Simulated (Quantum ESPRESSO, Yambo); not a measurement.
# SnTe (Fm-3m): G0W0 with and without spin-orbit coupling, part 2 of 2

Aim: spinor G0W0 for SnTe (Fm-3m) beside the scalar-relativistic result.

Quantum ESPRESSO 7.5 and Yambo 5.3.0; PBE and many-body steps on it, plane waves. Known limits of the many-body steps: not at the basis limit; model gap, bands may invert with spin-orbit coupling; no spin-orbit coupling in some runs; coarse k mesh.

So far. Step 4 (Scalar-relativistic): The gap on the mesh goes from 0.09 eV to 0.18 eV, a correction of +0.09 eV. Step 5 (Empty states on the mesh, 4×4×4 mesh, 258 bands): On this mesh the gap is 0.264 eV.

The database entry behind the starting cell differs from later determinations by our own check (about 0.3 % short), so it need not match the best structure at ambient conditions.

## 6. Conversion and set-up

This step: Yambo 5.3.0; conversion and set-up on PBE with spin-orbit coupling, plane waves, norm-conserving pseudopotentials.

Launch:

```sh
$ (cd o/x.save; p2y > p2y.log; mv SAVE ../..); yambo > setup.log
```

Output:

```text
 Yambo, version 5.3.0

 [02] CORE Variables Setup
 =========================

  [02.01] Unit cells
  ==================

  Cell kind             :  FCC
  Atoms in the cell     :  Sn  Te
  number of Sn atoms    :  1
  number of Te atoms    :  1

  List of atomic masses
  Mass of Sn    :  118.7100
  Mass of Te    :  127.6000

  List of atomic coordinates    : [cc]
  Sn1       :  0.000000  0.000000  0.000000  order 1
  Te1       :  5.954244  5.954244  5.954244  order 2

  Alat factors          :  5.954244  5.954244  5.954244 [a.u.]
  Direct lattice volume :  422.1918 [a.u.]
[...]
==========================================

 IBZ Q-points                                      :   8
 BZ  Q-points                                      :   64

 K/Q-points units:
 rlu = crystal or reduced units; cc = cartesian coordinates; iku = interal k-units

 Q [1]          [rlu]:  0.000000  0.000000  0.000000
 Q [2]          [rlu]:  0.78548E-18  0.78548E-18  0.25000
 Q [3]          [rlu]: -0.15710E-17 -0.15710E-17 -0.50000
[...]
Q [7]          [rlu]: -0.49919E-17 -0.50000     -0.50000
 Q [8]          [rlu]:  0.250000 -0.500000 -0.250000

  [03.01] X indexes
  =================

   [03.01.01] Sigma indexes
   ========================

 [06] Game Over & Game summary
```

Wall time 4 s (1 MPI rank of Arm Neoverse V1, shared host); peak memory 0.26 GiB.

## 7. With spin-orbit coupling

This step: G0W0 on PBE with spin-orbit coupling, plane waves, norm-conserving pseudopotentials.

Contents of gw4.in:

```
HF_and_locXC
gw0
dyson
ppa
em1d
rim_cut
RandQpts= 1000000
RandGvec= 1 RL
EXXRLvcs= 88 Ry
VXCRLvcs= 352 Ry
Chimod= "HARTREE"
% BndsRnXp
 1 | 258 |
%
NGsBlkXp= 11.5 Ry
% LongDrXp
 1 | 1 | 1 |
%
% GbndRnge
 1 | 258 |
%
DysSolver= "n"
ExtendOut
PPAPntXp= 27.21138 eV
% QPkrange
 3 | 3 | 43 | 50 |
 1 | 1 | 43 | 50 |
%
```

Launch:

```sh
$ OMP_NUM_THREADS=2 mpirun -n 2 yambo -F gw4.in -J gw4 -C gw4 > gw4.log
```

Output:

```text
 Yambo, version 5.3.0

 [02] CORE Variables Setup
 =========================

  [... cell, symmetries and grids as in the set-up ...]

  [02.05] Energies & Occupations
  ==============================

  [X] === General ===
  [X] Electronic Temperature                        :  0.000000  0.000000 [eV K]
  [X] Bosonic    Temperature                        :  0.000000  0.000000 [eV K]
  [X] Finite Temperature mode                       : no
  [X] El. density                                   :  0.73527E+24 [cm-3]
  [X] Fermi Level                                   :  11.36445 [eV]

  [X] === Gaps and Widths ===
  [X] Conduction Band Min                           :  0.263850 [eV]
  [X] Valence Band Max                              :  0.000000 [eV]
  [X] Filled Bands                                  :   46
  [X] Empty Bands                                   :   47  258
  [X] Direct Gap                                    :  0.263850 [eV]
  [X] Direct Gap localized at k                     :  3
  [X] Indirect Gap                                  :  0.263850 [eV]
  [X] Indirect Gap between kpts                     :  3  3
  [X] Last valence band width                       :  3.416809 [eV]
  [X] 1st conduction band width                     :  2.640393 [eV]

 [03] Transferred momenta grid and indexing
 ==========================================

 IBZ Q-points                                      :   8
 BZ  Q-points                                      :   64

 K/Q-points units:
 rlu = crystal or reduced units; cc = cartesian coordinates; iku = interal k-units

 Q [1]          [rlu]:  0.000000  0.000000  0.000000
 Q [2]          [rlu]:  0.78548E-18  0.78548E-18  0.25000
 Q [3]          [rlu]: -0.15710E-17 -0.15710E-17 -0.50000
[...]
NLCC RL compoments                               :   47183
  PP Number of Atomic Species                      :  2
  NLCC RL compoments                               :   47183

 [xc] E_xc :  -38.21424 [Ha]
      E_xc :  -76.42849 [Ry]

  Local XC kind (lXC) : Perdew, Burke & Ernzerhof(X)+Perdew, Burke & Ernzerhof(C)
  Non-Local XC kind (nlXC) : Hartree-Fock

  Corrections @ K [1] :  [eV]
 <43|nlXC|43> = -14.06535  0.78012E-17 <43|lXC|43> = -12.36859  0.10948E-09
 <44|nlXC|44> = -14.06539 -0.86306E-17 <44|lXC|44> = -12.36859  0.12295E-10
 <45|nlXC|45> = -14.06536  0.10987E-17 <45|lXC|45> = -12.36859 -0.17500E-09
[...]
Corrections @ K [3] :  [eV]
[...]
<49|nlXC|49> = -7.687324  0.15011E-18 <49|lXC|49> = -10.77761  0.265146E-8
 <50|nlXC|50> = -7.687326 -0.33353E-17 <50|lXC|50> = -10.77762 -0.137081E-8

 [08] Dyson equation: Newton solver
 ==================================

  [08.01] G0W0 (W PPA)
  ====================

  [  GW  ] Bands range     :    1  258
  [GW/PPA] G damping       :  0.100000 [eV]

  QP @ state[ 1 ] K range:  1  1
  QP @ state[ 1 ] b range:   43   50
  QP @ state[ 2 ] K range:  3  3
  QP @ state[ 2 ] b range:   43   50

   Sc/G bands                                       :    1  258
   Sc/G damping                                     :  0.100000 ev
   Sc bands terminator                              : no
   Sx RL components                                 :   5985

   QP @ state[ 1 ] K range                          :  1  1
   QP @ state[ 1 ] b range                          :   43   50
   QP @ state[ 2 ] K range                          :  3  3
   QP @ state[ 2 ] b range                          :   43   50
   GF energies kind                                 : Perdew, Burke & Ernzerhof(X)+Perdew, Burke & Ernzerhof(C)
   GF WF`s kind                                     : Perdew, Burke & Ernzerhof(X)+Perdew, Burke & Ernzerhof(C)
   Xs energies kind                                 : Perdew, Burke & Ernzerhof(X)+Perdew, Burke & Ernzerhof(C)
   Xs WF`s kind                                     : Perdew, Burke & Ernzerhof(X)+Perdew, Burke & Ernzerhof(C)

 [11] Game Over & Game summary
```

Run time: 22 min. Hardware: 2 MPI ranks; peak memory 2.7 GiB.

Numbers from this step:

| Property | Result |
| --- | --- |
| G0W0 gap on the points computed | 0.3413 eV |
| starting gap on the mesh | 0.2638 eV |
| k of the valence top | 0, 0, -0.5 |
| k of the conduction bottom | 0, 0, -0.5 |
| least direct G0W0 gap on the computed points | 0.3413 eV |
| Z at the valence top | 0.7911 |
| Z at the conduction bottom | 0.7872 |

Against G0W0 in Yambo (4×4×4 mesh, 129 bands, screening to 156.5 eV, Godby-Needs plasmon pole), the gap moves by +0.157 eV.

## 8. The runs together

Times are wall times on the hardware named with each run, good to a factor of about two.

```tsv
run	mesh	bands	screening cutoff (eV)	DFT gap (eV)	gap on the mesh (eV)	direct (eV)	time
scalar-relativistic	4×4×4	129	156.5	0.093	0.185	0.185	3.8 min
with spin-orbit coupling	4×4×4	258	156.5	0.264	0.341	0.341	22 min
```

## 9. Results

```
scalar-relativistic      : 0.185 eV
with spin-orbit coupling : 0.341 eV
known limits             : not at the basis limit; model gap, bands may invert with spin-orbit coupling; no spin-orbit coupling in some runs; coarse k mesh
```

What this shows: With spin-orbit coupling: +0.157 eV against scalar-relativistic, +0.170 eV of it in the start. Bands and cutoff are finite, so the gap is not at the basis limit. The miss can reach some tenths of an eV and take either sign; the mesh is an error of its own. In the G0W0 runs levels were corrected at 2 k points alone, so a gap called «on the mesh» is the least over those, and an edge elsewhere would be missed. The 4×4×4 mesh is coarse for this cell, which bears on the long-range parts of exchange and screening. With atoms this heavy and so narrow a gap, spin-orbit coupling can invert the bands. These scalar-relativistic gaps are then model values, not to be set against experiment, and a spin-orbit change taken from DFT can't simply be added.

[Paths, hosts, dates, memory and timing lines, banners, echoed tables and standing remarks are left out of the program output.]

[Logs are printed without paths, hosts, clocks, repeated set-up lines and the standing remarks that a program may print on its own settings, such as how far it seeks lower states.]

[Runs of the session that timed out or met a known fault of the program may be left out.]

[Hosts, paths, dates, database ids (printed as entryN), source tags and the programs' standing remarks are cut or masked in the printed files.]
